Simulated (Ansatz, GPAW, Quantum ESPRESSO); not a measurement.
# The valence band of LiPS3 as photoemission sees it, part 6 of 7

Wanted: projected DOS of LiPS3, weighted into photoemission and X-ray emission spectra, at several levels of theory.

Ansatz 0.2.0, Quantum ESPRESSO 7.5 and GPAW 26.7.0; DFT, PBEsol, plane-wave PAW, default files, scalar-relativistic (the session's first sound run).

So far. Step 3 (With LDA): At this level the gap is 1.72 eV on the path. Step 4 (Quantum ESPRESSO: self-consistent run): At this level the gap is 1.79 eV on the k-mesh of the self-consistent run, which can miss the band edges.

## 7. Quantum ESPRESSO: bands

Level of this step: DFT, PBEsol, plane waves, ultrasoft GBRV pseudopotentials, scalar-relativistic (Quantum ESPRESSO).

The main run's cell is run in Quantum ESPRESSO, with other potentials, to see which digits hang on the program.

Contents of bands.in:

```
&control
  calculation = 'bands'
  prefix = 'pes'
  outdir = './tmp'
  pseudo_dir = './pp'
  verbosity = 'high'
/
&system
  ibrav = 0
  nat = 10
  ntyp = 3
  ecutwfc = 40.0
  ecutrho = 200.0
  occupations = 'smearing'
  nbnd = 50
  smearing = 'fd'
  degauss = 0.00147
/
&electrons
  conv_thr = 1e-08
  mixing_beta = 0.5
  electron_maxstep = 120
  diago_full_acc = .true.
/
ATOMIC_SPECIES
S 32.0600 s_pbesol_v1.4.uspp.F.UPF
P 30.9738 p_pbesol_v1.5.uspp.F.UPF
Li 6.9400 li_pbesol_v1.4.uspp.F.UPF
CELL_PARAMETERS angstrom
 5.557800000 -3.503500000 0.000000000
 5.557800000 3.503500000 0.000000000
 -3.795789562 0.000000000 5.307439271
ATOMIC_POSITIONS crystal
S 0.680800000 0.680800000 0.061500000
S 0.319200000 0.319200000 0.938500000
S 0.802200000 0.802200000 0.673900000
S 0.197800000 0.197800000 0.326100000
S 0.778800000 0.221200000 0.500000000
S 0.221200000 0.778800000 0.500000000
P 0.846100000 0.846100000 0.419400000
P 0.153900000 0.153900000 0.580600000
Li 0.240700000 0.759300000 0.000000000
Li 0.759300000 0.240700000 0.000000000
K_POINTS crystal
94
 0.00000000 0.00000000 0.00000000 1
 -0.04001560 0.04001560 0.00000000 1
 -0.08003120 0.08003120 0.00000000 1
 -0.12004680 0.12004680 0.00000000 1
 -0.16006240 0.16006240 0.00000000 1
 -0.20007800 0.20007800 0.00000000 1
 ! [... 86 more points ...]
 -0.45000000 0.00000000 0.00000000 1
 -0.50000000 0.00000000 0.00000000 1
```

Launch:

```console
OMP_NUM_THREADS=1 mpirun -n 2 pw.x -nk 2 -in bands.in > bands.out
```

The log of the run:

```text
[banner, memory and clock lines left out]
Program PWSCF v.7.5 starts

          URL

     Atomic positions and unit cell read from directory:
     ./tmp/pes.save/

     Message from routine setup:
     using ibrav=0 with symmetry is DISCOURAGED, use correct ibrav instead

     G-vector sticks info

     bravais-lattice index     =            0
     lattice parameter (alat)  =      12.4153  a.u.
     unit-cell volume          =    1394.8152 (a.u.)^3
     number of atoms/cell      =           10
     number of atomic types    =            3
     number of electrons       =        52.00
     number of Kohn-Sham states=           50
     kinetic-energy cutoff     =      40.0000  Ry
     charge density cutoff     =     200.0000  Ry
     Exchange-correlation= SLA  PW   PSX  PSC
                           (   1   4  10   8   0   0   0)

     celldm(1)=  12.415321  celldm(2)=   0.000000  celldm(3)=   0.000000
     celldm(4)=   0.000000  celldm(5)=   0.000000  celldm(6)=   0.000000

     crystal axes: (cart. coord. in units of alat)
               a(1) = (   0.845948  -0.533265   0.000000 )
               a(2) = (   0.845948   0.533265   0.000000 )
               a(3) = (  -0.577754   0.000000   0.807841 )

     reciprocal axes: (cart. coord. in units 2 pi/alat)
               b(1) = (  0.591053 -0.937620  0.422711 )
               b(2) = (  0.591053  0.937620  0.422711 )
               b(3) = ( -0.000000  0.000000  1.237867 )

     PseudoPot. # 1 for S  read from file:
     ./pp/s_pbesol_v1.4.uspp.F.UPF
     Pseudo is Ultrasoft + core correction, Zval =  6.0
     Generated by new atomic code, or converted to UPF format
     Using radial grid of  907 points,  6 beta functions with:
                l(1) =   0
                l(2) =   0
                l(3) =   1
[...]
Q(r) pseudized with  8 coefficients,  rinner =    1.300   1.300   1.300
                                                       1.300   1.300

     PseudoPot. # 2 for P  read from file:
     ./pp/p_pbesol_v1.5.uspp.F.UPF
     Pseudo is Ultrasoft + core correction, Zval =  5.0
     Generated by new atomic code, or converted to UPF format
     Using radial grid of  903 points,  6 beta functions with:
[...]
Q(r) pseudized with  8 coefficients,  rinner =    1.300   1.300   1.300
                                                       1.300   1.300

     PseudoPot. # 3 for Li read from file:
     ./pp/li_pbesol_v1.4.uspp.F.UPF
     Pseudo is Ultrasoft, Zval =  3.0
     Generated by new atomic code, or converted to UPF format
     Using radial grid of  751 points,  5 beta functions with:
[...]
l(4) =   1
                l(5) =   1
     Q(r) pseudized with 10 coefficients,  rinner =    1.150   1.150   1.150

     atomic species   valence    mass     pseudopotential
     S                 6.00    32.06000     S ( 1.00)
[...]
3        S      tau(   3) = (   0.9678910   0.0000000   0.5444041  )
[...]
7        P      tau(   7) = (   1.1892036   0.0000000   0.3388086  )
         8        P      tau(   8) = (  -0.0750611   0.0000000   0.4690325  )
         9        Li     tau(   9) = (   0.8459483   0.2765512   0.0000000  )
        10        Li     tau(  10) = (   0.8459483  -0.2765512   0.0000000  )

   Crystallographic axes

     site n.     atom                  positions (cryst. coord.)
[...]
5        S      tau(   5) = (  0.7788000  0.2212000  0.5000000  )
         6        S      tau(   6) = (  0.2212000  0.7788000  0.5000000  )
         7        P      tau(   7) = (  0.8461000  0.8461000  0.4194000  )
         8        P      tau(   8) = (  0.1539000  0.1539000  0.5806000  )
         9        Li     tau(   9) = (  0.2407000  0.7593000  0.0000000  )
        10        Li     tau(  10) = (  0.7593000  0.2407000  0.0000000  )

     number of k points=    94  Fermi-Dirac smearing, width (Ry)=  0.0015
                       cart. coord. in units 2pi/alat
        k(    1) = (   0.0000000   0.0000000   0.0000000), wk =   0.0212766
        k(    2) = (  -0.0000000   0.0750389   0.0000000), wk =   0.0212766
        k(    3) = (  -0.0000000   0.1500777   0.0000000), wk =   0.0212766
[...]
cryst. coord.
[...]
k(   93) = (  -0.4500000   0.0000000  -0.0000000), wk =   0.0212766
        k(   94) = (  -0.5000000  -0.0000000  -0.0000000), wk =   0.0212766

     Dense  grid:    66585 G-vectors     FFT dimensions: (  60,  60,  60)

     Smooth grid:    47637 G-vectors     FFT dimensions: (  50,  50,  50)

     Dynamical RAM for                 wfc:       4.55 MB

     Dynamical RAM for     wfc (w. buffer):       4.55 MB

     Dynamical RAM for           str. fact:       3.05 MB

     Dynamical RAM for           local pot:       0.00 MB

     Dynamical RAM for          nlocal pot:      14.73 MB

     Dynamical RAM for                qrad:       3.41 MB

     Dynamical RAM for          rho,v,vnew:       7.99 MB

     Dynamical RAM for           G-vectors:       4.17 MB

     Dynamical RAM for          h,s,v(r/c):       0.46 MB

     Dynamical RAM for          <psi|beta>:       0.12 MB

     Dynamical RAM for                 psi:       9.09 MB

     Dynamical RAM for                hpsi:       9.09 MB

     Dynamical RAM for                spsi:       9.09 MB

     Dynamical RAM for      wfcinit/wfcrot:       9.15 MB

     Dynamical RAM for           addusdens:      98.04 MB

     The potential is recalculated from file :
     ./tmp/pes.save/charge-density

     Starting wfcs are   42 randomized atomic wfcs +    8 random wfcs

     Band Structure Calculation
     Davidson diagonalization with overlap

     Computing kpt #:     1  of    47 on this pool

     Computing kpt #:     2  of    47 on this pool

     Computing kpt #:     3  of    47 on this pool

[...]
c_bands:  2 eigenvalues not converged

[...]
c_bands:  2 eigenvalues not converged

[...]
c_bands:  1 eigenvalues not converged

[...]
c_bands:  1 eigenvalues not converged

[...]
c_bands:  2 eigenvalues not converged

     Computing kpt #:    14  of    47 on this pool
     c_bands:  1 eigenvalues not converged

     Computing kpt #:    15  of    47 on this pool
```

It took 4.8 min on 2 MPI ranks of Arm Neoverse V1, shared host.

The run was cut off at its time limit.

## 8. GPAW, plane waves

This step: DFT, PBEsol, PAW datasets of GPAW, plane waves, scalar-relativistic (GPAW 26.7.0).

GPAW, with its own PAW datasets and plane waves, is a further check on the main run's cell.

Contents of run.py:

```python
import json
import numpy as np
from ase import Atoms
from ase.parallel import paropen
from gpaw import GPAW, PW, FermiDirac, Mixer, MixerDif, setup_paths

setup_paths.insert(0, '.')
atoms = Atoms(['S', 'S', 'S', 'S', 'S', 'S', 'P', 'P', 'Li', 'Li'],
              cell=[[5.5578, -3.5035, 0.0], [5.5578, 3.5035, 0.0], [-3.79579, 0.0, 5.307439]],
              scaled_positions=[[0.6808, 0.6808, 0.0615], [0.3192, 0.3192, 0.9385], [0.8022, 0.8022, 0.6739], [0.1978, 0.1978, 0.3261], [0.7788, 0.2212, 0.5], [0.2212, 0.7788, 0.5], [0.8461, 0.8461, 0.4194], [0.1539, 0.1539, 0.5806], [0.2407, 0.7593, 0.0], [0.7593, 0.2407, 0.0]],
              pbc=(True, True, True))
params = dict(mode=PW(500),
              xc='PBEsol',
              kpts={'size': (4, 4, 4), 'gamma': True},
              occupations=FermiDirac(0.02),
              nbands=-24,
              maxiter=200,
              txt='gs.txt')
atoms.calc = calc = GPAW(**params)
atoms.get_potential_energy()
ef = calc.get_fermi_level()
nk, ns = len(calc.get_ibz_k_points()), calc.get_number_of_spins()
out = dict(free=atoms.get_potential_energy(force_consistent=True), ef=ef, nel=calc.get_number_of_electrons(), cell=atoms.cell[:], frac=atoms.get_scaled_positions(wrap=False),
           eig=[[calc.get_eigenvalues(k, s) for k in range(nk)] for s in range(ns)], forces=atoms.get_forces(apply_constraint=False))
dense = calc.fixed_density(kpts={'size': (6, 6, 6), 'gamma': True}, txt='dos.txt')
out['eig_dense'] = [[dense.get_eigenvalues(k, s) for k in range(len(dense.get_ibz_k_points()))] for s in range(ns)]
dos = dense.dos(shift_fermi_level=False)
e = ef + np.arange(-36, 12, 0.05)
out['e'], out['dos'] = e - ef, dos.raw_dos(e, width=0.1)
kpts = [[0.0, 0.0, 0.0], [-0.040016, 0.040016, 0.0], [-0.080031, 0.080031, 0.0], [-0.120047, 0.120047, 0.0], ..., [-0.5, 0.0, 0.0]]  # list cut here
bands = calc.fixed_density(kpts=kpts, symmetry='off', txt='bands.txt', convergence={'bands': -6})
out['band_e'] = [[bands.get_eigenvalues(k, s) for k in range(len(kpts))] for s in range(ns)]
with paropen('out.json', 'w') as f:
    json.dump(out, f, default=lambda a: a.tolist())
```

Launch:

```console
gpaw-setup -f PBEsol S > setup.log
gpaw-setup -f PBEsol P > setup.log
gpaw-setup -f PBEsol Li > setup.log
OMP_NUM_THREADS=1 mpirun -n 2 gpaw python run.py > run.log
```

The log of the run:

```text
__  _  _
 | _ |_)|_||  |
 |__||  | ||/\| - 26.7.0

units:  Angstrom and eV
cores:  2
OpenMP: True

Versions:

Paths:

Git-hashes:

OMP_NUM_THREADS: 1

Environment variables:
  GPAW_CPUPY:          False
  GPAW_DEBUG:          False
  GPAW_MPI_BACKEND:    cgpaw
  GPAW_MPI_OPTIONS:    None
  GPAW_NO_C_EXTENSION: False
  GPAW_NO_GPU_MPI:     False
  GPAW_TRACE:          False
  GPAW_USE_GPUS:       False

Input parameters:
  mode=PW(ecut=500.0),
  kpts=MonkhorstPack(size=(4, 4, 4), gamma=True),
  maxiter=200,
  nbands=-24,
  occupations=Occupations(name='fermi-dirac', width=0.02, fixmagmom=False),
  xc=XC(name='PBEsol')

Diagonalizing LCAO Hamiltonian
Converting LCAO to pw mode

          S

        P           S    S
                             P
            S    S
                        Li
                           S
                      Li

Atoms  # Å, Bohr magnetons
|   | symbol |         x |         y |        z |    initial magnetic moments |
|---|--------|-----------|-----------|----------|-----------------------------|
| 0 |      S |  7.334059 | -0.000000 | 0.326407 | ( 0.0000,  0.0000,  0.0000) |
| 1 |      S | -0.014249 | -0.000000 | 4.981032 | ( 0.0000,  0.0000,  0.0000) |
| 2 |      S |  6.358951 | -0.000000 | 3.576683 | ( 0.0000,  0.0000,  0.0000) |
| 3 |      S |  0.960859 | -0.000000 | 1.730756 | ( 0.0000,  0.0000,  0.0000) |
| 4 |      S |  3.659905 | -1.953552 | 2.653719 | ( 0.0000,  0.0000,  0.0000) |
| 5 |      S |  3.659905 |  1.953552 | 2.653719 | ( 0.0000,  0.0000,  0.0000) |
| 6 |      P |  7.812955 |  0.000000 | 2.225940 | ( 0.0000,  0.0000,  0.0000) |
| 7 |      P | -0.493145 | -0.000000 | 3.081499 | ( 0.0000,  0.0000,  0.0000) |
| 8 |     Li |  5.557800 |  1.816915 | 0.000000 | ( 0.0000,  0.0000,  0.0000) |
| 9 |     Li |  5.557800 | -1.816915 | 0.000000 | ( 0.0000,  0.0000,  0.0000) |

Unit cell  # Å
| periodic |         x |         y |        z |  lengths |     angles |
|----------|-----------|-----------|----------|----------|------------|
|      yes |  5.557800 | -3.503500 | 0.000000 | 6.569905 | 119.479109 |
|      yes |  5.557800 |  3.503500 | 0.000000 | 6.569905 | 119.479109 |
|      yes | -3.795790 |  0.000000 | 5.307439 | 6.525100 |  64.452639 |

Number of symmetries: 4
Symmetry operations  # r_c * U_cc + t_c -> r_c
|   | kind |            matrix            |
|---|------|------------------------------|
| 0 |  E   |  1, 0, 0,  0, 1, 0,  0, 0, 1 |
| 1 |  σ   |  0, 1, 0,  1, 0, 0,  0, 0, 1 |
| 2 |  C2  |  0,-1, 0, -1, 0, 0,  0, 0,-1 |
| 3 |  i   | -1, 0, 0,  0,-1, 0,  0, 0,-1 |

BZ-sampling:
  Number of BZ points: 64
  Number of IBZ points: 24

  Monkhorst-Pack size: [4, 4, 4]
  Monkhorst-Pack shift: [0.125, 0.125, 0.125]

K-points  # in reciprocal-cell coordinates
|     |                                coordinates |     weight |
|-----|--------------------------------------------|------------|
|   0 | (  0.00000000,   0.00000000,   0.00000000) | 0.01562500 |
|   1 | (  0.00000000,   0.00000000,   0.25000000) | 0.03125000 |
|   2 | (  0.00000000,   0.00000000,   0.50000000) | 0.01562500 |
|   3 | (  0.25000000,  -0.25000000,   0.00000000) | 0.03125000 |
|   4 | (  0.25000000,  -0.25000000,   0.25000000) | 0.06250000 |
|   5 | (  0.25000000,  -0.25000000,   0.50000000) | 0.03125000 |
|   6 | (  0.25000000,   0.00000000,  -0.25000000) | 0.06250000 |
|   7 | (  0.25000000,   0.00000000,   0.00000000) | 0.06250000 |
|   8 | (  0.25000000,   0.00000000,   0.25000000) | 0.06250000 |
|   9 | (  0.25000000,   0.00000000,   0.50000000) | 0.06250000 |
| ... |                                            |            |
|  23 | (  0.50000000,   0.50000000,   0.50000000) | 0.01562500 |

Plane wave coefficients: 5272
Cutoff: 500.0 eV

Spin-components: 1 (collinear spins)
Bands:           48
Projectors:      50
Spin-degeneracy: 2
Datatype:        complex128

  Storage: CPU
  Wave functions: 96_307_200 bytes (48_153_600 per core)
  Projectors: 68_217_600 bytes (34_108_800 per core)

Parallelization:
  kpt:    2
  domain: 1
  band:   1

Density:
  Valence electrons: 48.0
  Components: 1
  Grid points: [35 35 35]
  Charge: 0.0  # |e|

Potential:
  Grid points: [35 35 35]

species:
  S:
    name:    Sulfur
    Z:       16.0
    valence: 6
    core:    10
    charge:  0.0  # [|e|]
    compensation charges:
      type: gauss
      rc: 0.24  # [Å]
      lmax: 2
    cutoffs:
      filter: 1.77  # [Å]
      core: 1.66  # [Å]
    projectors
    | kind |    occ | energy [eV] | rcut [Å] |
    |------|--------|-------------|----------|
    |   3s |  2.000 |     -17.192 |    0.974 |
    |   3p |  4.000 |      -6.978 |    0.979 |
    |    s |        |      10.020 |    0.974 |
    |    p |        |      20.234 |    0.979 |
    |    d |        |       0.000 |    0.900 |

    Using partial waves for S as LCAO basis

  P:
    name:    Phosphorus
    Z:       15.0
    valence: 5
    core:    10
    charge:  0.0  # [|e|]
    compensation charges:
      type: gauss
      rc: 0.30  # [Å]
      lmax: 2
    cutoffs:
      filter: 1.69  # [Å]
      core: 1.81  # [Å]
    projectors
    | kind |    occ | energy [eV] | rcut [Å] |
    |------|--------|-------------|----------|
    |   3s |  2.000 |     -13.916 |    0.953 |
    |   3p |  3.000 |      -5.479 |    0.953 |
    |    s |        |      13.296 |    0.953 |
    |    p |        |      21.732 |    0.953 |
    |    d |        |       0.000 |    0.953 |

    Using partial waves for P as LCAO basis

  Li:
    name:    Lithium
    Z:       3.0
    valence: 1
    core:    2
    charge:  0.0  # [|e|]
    compensation charges:
      type: gauss
      rc: 0.33  # [Å]
      lmax: 2
    cutoffs:
      filter: 1.91  # [Å]
      core: 2.55  # [Å]
    projectors
    | kind |    occ | energy [eV] | rcut [Å] |
    |------|--------|-------------|----------|
    |   2s |  1.000 |      -2.822 |    1.058 |
    |   2p |  0.000 |      -1.056 |    1.058 |
    |    s |        |      24.389 |    1.058 |
    |    p |        |      26.155 |    1.058 |
    |    d |        |       0.000 |    1.058 |

    Using partial waves for Li as LCAO basis

Reference energy: -84017.051211  # eV

eigensolver:
  PPCG
  Converge bands: occupied
  niter=2

density mixing:
  MSR1-Mixer
  Pratt-step length: 0.05
  Maximum mixing coefficient: 0.75
  Old densities: 10
  SVD Regularization: 0.005
  Good broyden scale: 1.0
  Trust region scale: 1.0
  Backstep threshold: 4.0
  History deletion threshold: 6.0
  Fourier metric: weight=20.0, sigma=0.015

occupation numbers:
  Fermi-Dirac:
    width: 0.0200  # eV

poisson solver:
  ecut: 4000.0  # eV

xc functional:
  name: PBEsol with 2 nearest neighbor stencil

Initialization done in: 2.990 s

convergence criteria:
- Maximum [total energy] change in last 3 cyles: 0.0005 eV / valence electron
- Maximum integral of absolute [dens]ity change: 0.0001 electrons / valence electron
- Maximum integral of absolute [eigenst]ate change: 4e-08 eV^2 / valence electron
maximum number of iterations: 200

SCF iterations
|iter     |     time |      energy | eigst |  dens |
|---------|----------|-------------|-------|-------|
|iter:   1|       0s |  -48.335891 | +0.58 |       |
|iter:   2|       7s |  -48.357257 | -1.42 | -0.95 |
|iter:   3|      14s |  -47.766825 | -1.45 | -0.99 |
|iter:   4|      22s |  -47.427475 | -2.41 | -1.25 |
|iter:   5|      29s |  -47.313797 | -2.56 | -1.51 |
|iter:   6|      36s |  -47.309218 | -3.51 | -2.04 |
|iter:   7|      43s |  -47.309035c| -4.79 | -2.55 |
|iter:   8|      51s |  -47.309030c| -5.68 | -3.09 |
|iter:   9|      58s |  -47.309030c| -6.95 | -3.70 |
|iter:  10|      65s |  -47.309030c| -7.98c| -4.25c|

Converged in 10 steps
SCF loop duration: 72.818 s (7.282 s/step)
Energy contributions relative to reference atoms: (reference = -84017.051211)

Energy contributions:
  Kinetic:          53.340511
  Coulomb:         -49.932810
  Zero:              0.243365
  External:          0.000000
  Xc:              -50.960096
  Entropy:          -0.000000
  Spinorbit:         0.000000
  ----------------------------
  Free energy:     -47.309030
  Extrapolated:    -47.309030

dipole moment: (4.371963, 0.000000, -6.113027)  # |e|*Ang

Fermi level: 4.422
Eigenvalues  # (at kpt = [0.000, 0.000, 0.000])
| band index |      eig [eV] | occ [0-2] |
|------------|---------------|-----------|
|          0 |       -13.230 |     2.000 |
|        ... |               |           |
|         16 |         1.249 |     2.000 |
|         17 |         1.463 |     2.000 |
|         18 |         1.544 |     2.000 |
|         19 |         1.662 |     2.000 |
|         20 |         2.239 |     2.000 |
|         21 |         2.508 |     2.000 |
|         22 |         2.599 |     2.000 |
|         23 |         3.058 |     2.000 |
|         24 |         5.238 |     0.000 |
|         25 |         5.733 |     0.000 |
|         26 |         6.163 |     0.000 |
|         27 |         6.915 |     0.000 |
|         28 |         7.223 |     0.000 |
|         29 |         7.268 |     0.000 |
|         30 |         7.512 |     0.000 |
|         31 |         7.979 |     0.000 |
|        ... |               |           |
|         47 |        13.121 |     0.000 |

Gap: 1.783 eV
Transition (v -> c):
  (s=0, k=0, n=23, [0.00, 0.00, 0.00]) -> (s=0, k=2, n=24, [0.00, 0.00, 0.50])
Direct/indirect transitions are different
Direct gap: 2.180 eV
Transition at: (s=0, k=0, n=23, [0.00, 0.00, 0.00])

Forces  # eV/Ang
|        x |        y |        z |
|----------|----------|----------|
| -0.20148 |  0.00000 | -0.70696 |  # S    0
|  0.20148 | -0.00000 |  0.70696 |  # S    1
| -0.47064 |  0.00000 |  0.38961 |  # S    2
|  0.47064 | -0.00000 | -0.38961 |  # S    3
| -0.00000 |  0.36107 |  0.00000 |  # S    4
|  0.00000 | -0.36107 |  0.00000 |  # S    5
|  0.41538 |  0.00000 |  0.29207 |  # P    6
| -0.41538 | -0.00000 | -0.29207 |  # P    7
|  0.00000 | -0.00565 |  0.00000 |  # Li   8
|  0.00000 |  0.00565 |  0.00000 |  # Li   9

Force computation time: 0.740  # s

timing:  # [seconds]
  Total:  683.381  # ━━━━━━━━━━━━━━━━━━━━━━━━━━━━━━━━━━━━━━━━━━━━━━━━━━━━━━━━
  Init:     2.563  #
  SCF:     72.818  # ━━━━━━
  Forces:   0.741  #

Max RSS: 892.797  # MiB
```

Run time: 11 min. Hardware: 2 MPI ranks.

This step gave:

* free energy: -47.31 eV
* Fermi energy: 4.422 eV
* gap on the path: 1.783 eV
* least direct gap on the path: 2.167 eV
* gap from the DOS mesh: 1.783 eV

(Continued in part 7 of 7.)

[Logs are printed without paths, hosts, clocks, repeated set-up lines and the standing remarks that a program may print on its own settings, such as how far it seeks lower states.]

[Hosts, paths, dates, database ids (printed as entryN), source tags and the programs' standing remarks are cut or masked in the printed files.]

[Maps of the electrostatic potential energy from Ansatz leave out the sawtooth potential of an applied field or a dipole correction, so their vacuum need not be flat; work functions include it.]

[Peak lists hold at most the 14 tallest peaks of each spectrum; further lines can be left out.]
